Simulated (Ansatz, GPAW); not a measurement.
**tetragonal PbO monolayer in an electric field**

Aim: the dipole that a field along the normal induces in tetragonal PbO monolayer.

Main program and level: GPAW 26.7.0 and Ansatz 0.2.0; Ansatz plane waves; layer without images along its normal, relaxation of atoms and in-plane cell, in the first sound run; inputs show where later runs differ.

### Step 1. The starting structure

The cell holds 4 atoms: 2 Pb and 2 O. Cell: a = 4.050 Å, b = 4.050 Å, c = 15.414 Å, α = 90.0°, β = 90.0°, γ = 90.0°. Vacuum lies along c.

Coordinates:

```cif
data_structure
_symmetry_space_group_name_H-M 'P 1'
_symmetry_Int_Tables_number 1
_cell_length_a 4.0500
_cell_length_b 4.0500
_cell_length_c 15.4142
_cell_angle_alpha 90.000
_cell_angle_beta 90.000
_cell_angle_gamma 90.000
_cell_volume 252.83
loop_
_atom_site_label
_atom_site_type_symbol
_atom_site_fract_x
_atom_site_fract_y
_atom_site_fract_z
_atom_site_occupancy
Pb1 Pb 0.50000 0.00000 0.45413 1
O2 O 0.00000 0.00000 0.50000 1
O3 O 0.50000 0.50000 0.50000 1
Pb4 Pb 0.00000 0.50000 0.54587 1
```

### Step 2. Relaxing the atoms

The atoms are relaxed first, since the surface dipole, and with it the work function, follows the positions of the outer layers.

The input, input.yaml:

```yaml
crystal:
  lattice:
    - [4.05, 0.0, 0.0]
    - [0.0, 4.05, 0.0]
    - [0.0, 0.0, 15.4142135623]
  atoms:
    - { symbol: Pb, position: [0.5, 0.0, 0.4541263148] }
    - { symbol: O, position: [0.0, 0.0, 0.5] }
    - { symbol: O, position: [0.5, 0.5, 0.5] }
    - { symbol: Pb, position: [0.0, 0.5, 0.5458736852] }
  periodic: [true, true, false]
kpoints:
  mp_grid: { grid: [7, 7, 1] }
hamiltonian:
  xc: pbe
scf:
  occupations: { method: fermi_dirac, width: 0.05 }
relax:
  f_tol: 0.01
  max_steps: 90
  cell: {}
```

Launch:

```
> ansatz run input.yaml --threads 4 --pin off --max-ram 8192MiB --backend cpu --events-out ev --progress --plain --runs-dir out
```

Numbers of over 12 decimals in the logs are rounded to 6 here.

Log:

```text
Warning: crystal.periodic: the lattice vector that does not repeat stood 0.000° off the slab's normal, 15.414 Å along it as the deck builds it. The run solves the slab on a vector along the normal, 26.628 Å long, with every atom where it was (on the deck's vector they left 14.00 Å outside them, and the widest stretch free of ions among them is 0.71 Å). A fractional position that the run reports is one of the run's ce [...]
crystal.periodic: the lattice vector that does not repeat stood 0.000° off the slab's normal, 15.414 Å along it as the deck builds it. The run solves the slab on a vector along the normal, 26.628 Å long, with every atom where it was (on the deck's vector they left 14.00 Å outside them, and the widest stretch free of ions among them is 0.71 Å). A fractional position that the run reports is one of the run's cell, which [...]
Engine: ansatz 0.2.0, x86_64-unknown-linux-gnu
Pseudopotentials: kind: paw
Pseudopotential: Pb, paw, valence charge 14, recommended cutoff 420 eV (normal), Pb.paw.azcp
Pseudopotential: O, paw, valence charge 6, recommended cutoff 420 eV (normal), O.paw.azcp
Functional definition: PBE
  parameter kappa = 0.804
  parameter beta = 0.066725
  exchange = pbe_x(kappa = kappa, mu = beta*pi^2/3)
  correlation = pbe_c(beta = beta)
Crystal: 4 atoms, lattice volume = 436.773 Å³
Basis set: ecut = 420 eV, 8537 PW (Γ), exchange–correlation on 60×60×360 points (8 copies of the dense FFT grid, shifted against one another)
Bands: 24, of which v1, the nominal top of the filled ones, is band 20 counted from 1 (19 counted from 0)
Symmetry: 16 space group operations
Space group: P4/nmm (ITA 129), of the structure as read, at distance tolerance 7.6e-5 Å
k-points: 10 of 49
Non-local potential: Pb, projectors of the file, l = 0: 2, l = 1: 2, l = 2: 2, l = 3: 2
Non-local potential: O, projectors of the file, l = 0: 2, l = 1: 2, l = 2: 1
PAW form: soft (Blöchl's): semilocal exchange-correlation on the pseudo side does not see the compensation charge
PAW one-centre angular grid: Pb, 590 points (default); XC on 64 Gauss nodes
PAW one-centre angular grid: O, 110 points (default); XC on 64 Gauss nodes
Initial density: superposition of atomic densities (neutral atoms: chi_scale 0, normalization atom), corrected by the library's trained network
Initial wavefunctions: pseudopotential atomic-orbital guess
Functional: x = pbe(κ = 0.804, μ = 0.219515), c = pbe(β = 0.066725)
SCF iter   1: F=—  HF=-24943.620165 eV  |F-HF|=—  |Δ(HF+E_count)|=         —  Δρ=2.60e-3  dr2=1.37e-2  ethr=1.77e-3  ⟨swp⟩=12.9  Hψ=1937  notcnv=0
preconditioner: auto → Resta (q_TF=auto, 1.832 Å⁻¹)  ε∞=1.5  [insulator: Δε(μ)=1.565 eV  Ē_g=15.573 eV  σ=0.050 eV  W_gap=1.00  n_scr=50 (ndim 8)  ℏωp=11.2 eV  f_vac=0.796  D(μ)=0.00/eV (n_scr^D=0)  ε∞_Penn≈1.5  vacuum switching on, ρ_ref=1.8e-2 e/Å³]
SCF iter   2: F=—  HF=-24943.625858 eV  |F-HF|=—  |Δ(HF+E_count)|=   5.69e-3  Δρ=1.30e-3  dr2=4.07e-3  ethr=3.44e-5  ⟨swp⟩=3.7  Hψ=738  notcnv=0
SCF iter   3: F=—  HF=-24943.629011 eV  |F-HF|=—  |Δ(HF+E_count)|=   3.15e-3  Δρ=1.09e-3  dr2=4.88e-3  ethr=1.02e-5  ⟨swp⟩=3.2  Hψ=580  notcnv=0
SCF iter   4: F=—  HF=-24943.628213 eV  |F-HF|=—  |Δ(HF+E_count)|=   7.97e-4  Δρ=8.49e-5  dr2=3.41e-5  ethr=1.02e-5  ⟨swp⟩=3.1  Hψ=469  notcnv=0
SCF iter   5: F=—  HF=-24943.628295 eV  |F-HF|=—  |Δ(HF+E_count)|=   8.20e-5  Δρ=3.84e-5  dr2=4.14e-6  ethr=8.53e-8  ⟨swp⟩=3.8  Hψ=678  notcnv=0
SCF iter   6: F=—  HF=-24943.628299 eV  |F-HF|=—  |Δ(HF+E_count)|=   3.74e-6  Δρ=1.35e-5  dr2=9.36e-7  ethr=1.03e-8  ⟨swp⟩=2.9  Hψ=523  notcnv=0
SCF iter   7: F=-24943.628299 eV  HF=-24943.628299 eV  |F-HF|=2.72e-8  |Δ(HF+E_count)|=   1.15e-7  Δρ=2.91e-6  dr2=2.97e-8  ethr=2.50e-10  ⟨swp⟩=6.3  Hψ=1661  notcnv=0
SCF 1 converged in 7 iterations: F = -24943.628299 eV  dr2 = 2.97e-8
  greatest PAW one-centre occupation: 0.987 electrons in one spin orbital (limit 2), on the Pb atom at site 3 (counted from 0), in its partial waves of l = 2
relax step   1: F+E_penalty+E_count = -24943.62829909 eV  Δ(F+E_penalty+E_count) = +0.000e0 eV  max|allowed force component| = 6.633e0 eV/Å  Δτ_max = 0.0000 Å  P = +21.868 N/m  Ω = 436.773 Å³  fix = [c, alpha, beta]  reactions: c +0.000 N/m  (7 SCF iters, dr2 threshold 1.00e-7 eV, accepted)
Crystal: 4 atoms, lattice volume = 446.459 Å³
Basis set: ecut = 420 eV, 8729 PW (Γ), exchange–correlation on 60×60×360 points (8 copies of the dense FFT grid, shifted against one another)
Initial density: handed on by an earlier stage of this run
Initial wavefunctions: those handed on with the density
iter 1 solved again at ethr=2.72e-4 eV; its pass at ethr=3.10e-3 eV (dr2=1.09e-1 eV) is discarded
SCF iter   1: F=—  HF=-24946.035730 eV  |F-HF|=—  |Δ(HF+E_count)|=         —  Δρ=6.08e-3  dr2=1.09e-1  ethr=2.72e-4  ⟨swp⟩=2.3  Hψ=2065  notcnv=0
preconditioner: auto → Resta (q_TF=auto, 1.825 Å⁻¹)  ε∞=1.5  [insulator: Δε(μ)=1.737 eV  Ē_g=15.080 eV  σ=0.050 eV  W_gap=1.00  n_scr=50 (ndim 8)  ℏωp=11.1 eV  f_vac=0.785  D(μ)=0.00/eV (n_scr^D=0)  ε∞_Penn≈1.5  vacuum switching on, ρ_ref=1.6e-2 e/Å³]
SCF iter   2: F=—  HF=-24946.020380 eV  |F-HF|=—  |Δ(HF+E_count)|=   1.53e-2  Δρ=2.40e-3  dr2=3.15e-2  ethr=2.72e-4  ⟨swp⟩=3.3  Hψ=513  notcnv=0
SCF iter   3: F=—  HF=-24946.019402 eV  |F-HF|=—  |Δ(HF+E_count)|=   9.78e-4  Δρ=2.32e-3  dr2=1.82e-2  ethr=7.87e-5  ⟨swp⟩=3.5  Hψ=494  notcnv=0
SCF iter   4: F=—  HF=-24946.017440 eV  |F-HF|=—  |Δ(HF+E_count)|=   1.96e-3  Δρ=3.64e-4  dr2=2.56e-4  ethr=4.55e-5  ⟨swp⟩=2.7  Hψ=500  notcnv=0
SCF iter   5: F=—  HF=-24946.017594 eV  |F-HF|=—  |Δ(HF+E_count)|=   1.54e-4  Δρ=8.21e-5  dr2=2.90e-5  ethr=6.39e-7  ⟨swp⟩=3.3  Hψ=593  notcnv=0
SCF iter   6: F=—  HF=-24946.017601 eV  |F-HF|=—  |Δ(HF+E_count)|=   7.36e-6  Δρ=1.86e-5  dr2=9.74e-7  ethr=7.25e-8  ⟨swp⟩=3.2  Hψ=488  notcnv=0
SCF iter   7: F=-24946.017602 eV  HF=-24946.017602 eV  |F-HF|=2.14e-8  |Δ(HF+E_count)|=   6.56e-7  Δρ=6.25e-6  dr2=1.42e-7  ethr=1.00e-9  ⟨swp⟩=7.5  Hψ=1308  notcnv=0
SCF 2 converged in 7 iterations: F = -24946.017602 eV  dr2 = 1.42e-7
  greatest PAW one-centre occupation: 0.985 electrons in one spin orbital (limit 2), on the Pb atom at site 3 (counted from 0), in its partial waves of l = 2
relax step   2: F+E_penalty+E_count = -24946.01760162 eV  Δ(F+E_penalty+E_count) = -2.389e0 eV  max|allowed force component| = 3.817e0 eV/Å  Δτ_max = 0.1950 Å  P = +8.712 N/m  Ω = 446.459 Å³  energy of the carried Pulay correction = -3.077e-3 eV  fix = [c, alpha, beta]  reactions: c +0.000 N/m  (7 SCF iters, dr2 threshold 4.00e-7 eV, accepted)
Crystal: 4 atoms, lattice volume = 445.520 Å³
Basis set: ecut = 420 eV, 8721 PW (Γ), exchange–correlation on 60×60×360 points (8 copies of the dense FFT grid, shifted against one another)
iter 1 solved again at ethr=2.64e-4 eV; its pass at ethr=3.10e-3 eV (dr2=1.06e-1 eV) is discarded
SCF iter   1: F=—  HF=-24947.008316 eV  |F-HF|=—  |Δ(HF+E_count)|=         —  Δρ=5.35e-3  dr2=1.04e-1  ethr=2.64e-4  ⟨swp⟩=2.2  Hψ=1913  notcnv=0
preconditioner: auto → Resta (q_TF=auto, 1.826 Å⁻¹)  ε∞=1.6  [insulator: Δε(μ)=2.140 eV  Ē_g=14.720 eV  σ=0.050 eV  W_gap=1.00  n_scr=50 (ndim 8)  ℏωp=11.1 eV  f_vac=0.771  D(μ)=0.00/eV (n_scr^D=0)  ε∞_Penn≈1.6  vacuum switching on, ρ_ref=1.6e-2 e/Å³]
SCF iter   2: F=—  HF=-24946.987184 eV  |F-HF|=—  |Δ(HF+E_count)|=   2.11e-2  Δρ=2.54e-3  dr2=2.01e-2  ethr=2.61e-4  ⟨swp⟩=2.9  Hψ=481  notcnv=0
SCF iter   3: F=—  HF=-24946.987317 eV  |F-HF|=—  |Δ(HF+E_count)|=   1.32e-4  Δρ=8.78e-4  dr2=3.23e-3  ethr=5.02e-5  ⟨swp⟩=2.9  Hψ=520  notcnv=0
SCF iter   4: F=—  HF=-24946.987600 eV  |F-HF|=—  |Δ(HF+E_count)|=   2.83e-4  Δρ=7.58e-4  dr2=2.76e-3  ethr=8.07e-6  ⟨swp⟩=2.7  Hψ=485  notcnv=0
SCF iter   5: F=—  HF=-24946.987142 eV  |F-HF|=—  |Δ(HF+E_count)|=   4.58e-4  Δρ=2.24e-4  dr2=2.06e-4  ethr=6.89e-6  ⟨swp⟩=2.2  Hψ=299  notcnv=0
SCF iter   6: F=—  HF=-24946.987163 eV  |F-HF|=—  |Δ(HF+E_count)|=   2.09e-5  Δρ=7.11e-5  dr2=2.08e-5  ethr=5.16e-7  ⟨swp⟩=2.6  Hψ=463  notcnv=0
SCF iter   7: F=—  HF=-24946.987163 eV  |F-HF|=—  |Δ(HF+E_count)|=   3.08e-7  Δρ=9.98e-6  dr2=4.36e-7  ethr=5.19e-8  ⟨swp⟩=3.1  Hψ=474  notcnv=0
SCF iter   8: F=-24946.987163 eV  HF=-24946.987163 eV  |F-HF|=2.17e-8  |Δ(HF+E_count)|=   8.37e-8  Δρ=2.69e-6  dr2=2.66e-8  ethr=1.00e-9  ⟨swp⟩=7.2  Hψ=1173  notcnv=0
SCF 3 converged in 8 iterations: F = -24946.987163 eV  dr2 = 2.66e-8
  greatest PAW one-centre occupation: 0.984 electrons in one spin orbital (limit 2), on the Pb atom at site 3 (counted from 0), in its partial waves of l = 2
relax step   3: F+E_penalty+E_count = -24946.98716312 eV  Δ(F+E_penalty+E_count) = -9.696e-1 eV  max|allowed force component| = 1.165e0 eV/Å  Δτ_max = 0.1945 Å  P = +1.550 N/m  Ω = 445.520 Å³  energy of the carried Pulay correction = -2.781e-3 eV  fix = [c, alpha, beta]  reactions: c +0.000 N/m  (8 SCF iters, dr2 threshold 4.00e-7 eV, accepted)
[...]
relax step   4: F+E_penalty+E_count = -24947.07483788 eV  Δ(F+E_penalty+E_count) = -8.767e-2 eV  max|allowed force component| = 4.766e-1 eV/Å  Δτ_max = 0.1304 Å  P = -0.733 N/m  Ω = 436.997 Å³  energy of the carried Pulay correction = -7.189e-5 eV  fix = [c, alpha, beta]  reactions: c -0.000 N/m  (7 SCF iters, dr2 threshold 4.00e-7 eV, accepted)
[...]
relax step   5: F+E_penalty+E_count = -24947.08948688 eV  Δ(F+E_penalty+E_count) = -1.465e-2 eV  max|allowed force component| = 2.493e-3 eV/Å  Δτ_max = 0.0368 Å  P = -0.154 N/m  Ω = 439.037 Å³  energy of the carried Pulay correction = -7.254e-4 eV  fix = [c, alpha, beta]  reactions: c -0.000 N/m  (6 SCF iters, dr2 threshold 4.00e-7 eV, accepted)
[...]
relax step   6: F+E_penalty+E_count = -24947.09015390 eV  Δ(F+E_penalty+E_count) = -6.670e-4 eV  max|allowed force component| = 5.818e-3 eV/Å  Δτ_max = 0.0026 Å  P = -0.097 N/m  Ω = 437.936 Å³  energy of the carried Pulay correction = -3.730e-4 eV  fix = [c, alpha, beta]  reactions: c -0.000 N/m  (5 SCF iters, dr2 threshold 4.53e-8 eV, accepted)
[...]
relax step   7: F+E_penalty+E_count = -24947.09073751 eV  Δ(F+E_penalty+E_count) = -5.836e-4 eV  max|allowed force component| = 9.583e-4 eV/Å  Δτ_max = 0.0022 Å  P = -0.002 N/m  Ω = 436.565 Å³  energy of the carried Pulay correction = +6.685e-5 eV  fix = [c, alpha, beta]  reactions: c -0.000 N/m  (6 SCF iters, dr2 threshold 1.79e-8 eV, accepted)
Initial wavefunctions: pseudopotential atomic-orbital guess (no wavefunctions were taken with the density)
iter 1 solved again at ethr=6.21e-7 eV; its pass at ethr=3.10e-3 eV (dr2=2.48e-4 eV) is discarded
SCF iter   1: F=—  HF=-24947.090612 eV  |F-HF|=—  |Δ(HF+E_count)|=         —  Δρ=2.61e-6  dr2=2.54e-8  ethr=6.21e-7  ⟨swp⟩=4.6  Hψ=2425  notcnv=0
eigensolver tolerance schedule: the retry pair's looser diagonalisation over-reported the residual by 9786.37 of it (diagonalisation noise at an unbounded share of the residual, at the tolerance the schedule requests for it); recorded, not acted on — ethr = c·dr2/N_el stays at c = 1.0e-1
preconditioner: auto → Resta (q_TF=auto, 1.832 Å⁻¹)  ε∞=1.6  [insulator: Δε(μ)=2.501 eV  Ē_g=14.623 eV  σ=0.050 eV  W_gap=1.00  n_scr=50 (ndim 8)  ℏωp=11.2 eV  f_vac=0.766  D(μ)=0.00/eV (n_scr^D=0)  ε∞_Penn≈1.6  vacuum switching on, ρ_ref=1.6e-2 e/Å³]
SCF iter   2: F=—  HF=-24947.090672 eV  |F-HF|=—  |Δ(HF+E_count)|=   5.98e-5  Δρ=3.42e-6  dr2=6.62e-8  ethr=6.35e-11  ⟨swp⟩=5.6  Hψ=869  notcnv=0
SCF iter   3: F=—  HF=-24947.090672 eV  |F-HF|=—  |Δ(HF+E_count)|=   1.15e-8  Δρ=7.93e-7  dr2=3.43e-9  ethr=6.35e-11  ⟨swp⟩=2.3  Hψ=353  notcnv=0
SCF iter   4: F=—  HF=-24947.090672 eV  |F-HF|=—  |Δ(HF+E_count)|=  1.02e-10  Δρ=2.96e-7  dr2=3.27e-10  ethr=8.57e-12  ⟨swp⟩=3.3  Hψ=518  notcnv=0
SCF iter   5: F=-24947.090672 eV  HF=-24947.090672 eV  |F-HF|=3.64e-11  |Δ(HF+E_count)|=  5.09e-11  Δρ=5.26e-8  dr2=1.23e-11  ethr=1.00e-12  ⟨swp⟩=5.8  Hψ=1372  notcnv=0
SCF 8 converged in 5 iterations: F = -24947.090672 eV  dr2 = 1.23e-11
relax step   8: F+E_penalty+E_count = -24947.09067197 eV  Δ(F+E_penalty+E_count) = +6.555e-5 eV  max|allowed force component| = 9.629e-4 eV/Å  Δτ_max = 0.0000 Å  P = +0.009 N/m  Ω = 436.565 Å³  fix = [c, alpha, beta]  reactions: c +0.000 N/m  stress off target by 9.07e-3 N/m on what of the cell is left free  SCF on the basis re-selected at this cell (its energy is not comparable with the rows above)  (5 SCF iters)
basis re-selected at this cell: Δ(F+E_penalty+E_count) = +6.555e-5 eV, ΔP = +0.011 N/m vs the last step (what re-selecting the basis moved, of the pressure what is left beyond the Pulay correction that the steps carried, after the strain that the cell walked since its last selection, with what the two solves' SCF thresholds leave and, on support functions, any second-order correction that the steps lacked; it is no m [...]
SCF converged after 5 iterations
Free energy (F): -24947.090672 eV
Harris-Foulkes:  -24947.090672 eV  (|F-HF|=3.64e-11)
Internal energy: -24947.090672 eV  (E = F + TS)
E sigma→0 (E₀):  -24947.090672 eV
Fermi energy:    -3.238307 eV
--- Per-component energies (eV) ---
  E_band       = -601.802067
  E_kinetic    = 925.121051
  E_local      = -50618.888972  (includes V_loc(G=0)·N_el)
  E_nonlocal   = 797.826597
  E_hartree    = 24743.588124
  E_xc         = -587.752911
  E_vxc        = -451.287329  (∫ρ·V_xc dr)
  E_paw        = -21128.013790  (= ΣΔE_a)
  E_vpaw       = -741.754730  (= ΣTr[D̂ρ^β])
  E_aug_tail   = 0.004880  (compensation charges beyond the density's cutoff)
  E_ewald      = 20921.024348
  E_smearing   = -0.000000  (= −TS)
  E_closure    = -0.000000  (closes the sum)
  Σ components = -24947.090672   (vs F -24947.090672, Δ=0.00e0)
--- Forces (eV/Å), atoms counted from 1 ---
  atom   1  Pb     0.00000000    -0.00000000     0.00096289
  atom   2  O     -0.00000000    -0.00000000    -0.00000000
  atom   3  O      0.00000000     0.00000000    -0.00000000
  atom   4  Pb    -0.00000000     0.00000000    -0.00096289
  max |Σ_I F_I| component: 1.11e-16 eV/Å
--- 2D stress c σ (N/m, compression-positive) ---
        0.009069      -0.000000      -0.000000
       -0.000000       0.009069       0.000000
       -0.000000       0.000000       0.000000
  P = ½ c Tr σ = 0.0091 N/m
--- Relaxed structure (7 steps of the walk, 7 accepted, 1 SCFs on fresh bases) ---
  F+E_penalty+E_count = -24947.09067197 eV   max|allowed force component| = 9.629e-4 eV/Å   (the final SCF, on the basis selected at the relaxed cell)
  cell:  # Å, volume = 436.5647 Å³
    - [4.049035, 0, 0]
    - [0, 4.049035, 0]
    - [0, 0, 26.628427]
  atoms:
    - { symbol: Pb, position: [0.5, 0, 0.244555] }
    - { symbol: O, position: [0, 0, 0.289432] }
    - { symbol: O, position: [0.5, 0.5, 0.289432] }
    - { symbol: Pb, position: [0, 0.5, 0.334308] }
```

It took 9.3 s on 4 threads of AMD EPYC 9R14 (Zen 4), shared host; peak memory 0.76 GiB.

Relaxation path:

```csv
step,energy less that of the first step (eV),largest force component (eV/Å),volume (Å³)
1,0.0000,6.6328,436.77
2,-2.3893,3.8174,446.46
3,-3.3589,1.1648,445.52
4,-3.4465,0.4766,437.00
5,-3.4612,0.0025,439.04
6,-3.4619,0.0058,437.94
7,-3.4624,0.0010,436.56
8*,-3.4624,0.0010,436.56
```

Relaxation steps marked * repeat the geometry before them on a plane-wave basis chosen anew for their cell, so energy and pressure can jump there.

The run keeps the 16 symmetry operations that it works with, so distortions that break them were not tested.

```csv
cell as run,before,after,change
a (Å),4.050,4.049,-0.0 %
b (Å),4.050,4.049,-0.0 %
```

The atoms that moved most (Å, along periodic axes as changes of fractional coordinates times the final cell, across vacuum about the mean position):

```csv
atom,dx,dy,dz,length
Pb4,0.000,0.000,0.488,0.488
Pb1,0.000,0.000,-0.488,0.488
```

Final coordinates:

```xyz
4
Lattice="4.0490 0.0000 0.0000 0.0000 4.0490 0.0000 0.0000 0.0000 26.6284" Properties=species:S:1:pos:R:3
Pb    2.0245    0.0000    6.5121
O     0.0000    0.0000    7.7071
O     2.0245    2.0245    7.7071
Pb    0.0000    2.0245    8.9021
```

This step gave:

* free energy: -24947.0907 eV
* gap by band count: 2.501 eV
* symmetry operations: 16

The relaxation lowered the energy of the cell by 3.46 eV.

(Continued in part 2 of 2.)

[Logs are printed without paths, hosts, clocks, repeated set-up lines and the standing remarks that a program may print on its own settings, such as how far it seeks lower states.]

[Hosts, paths, dates, database ids (printed as entryN), source tags and the programs' standing remarks are cut or masked in the printed files.]
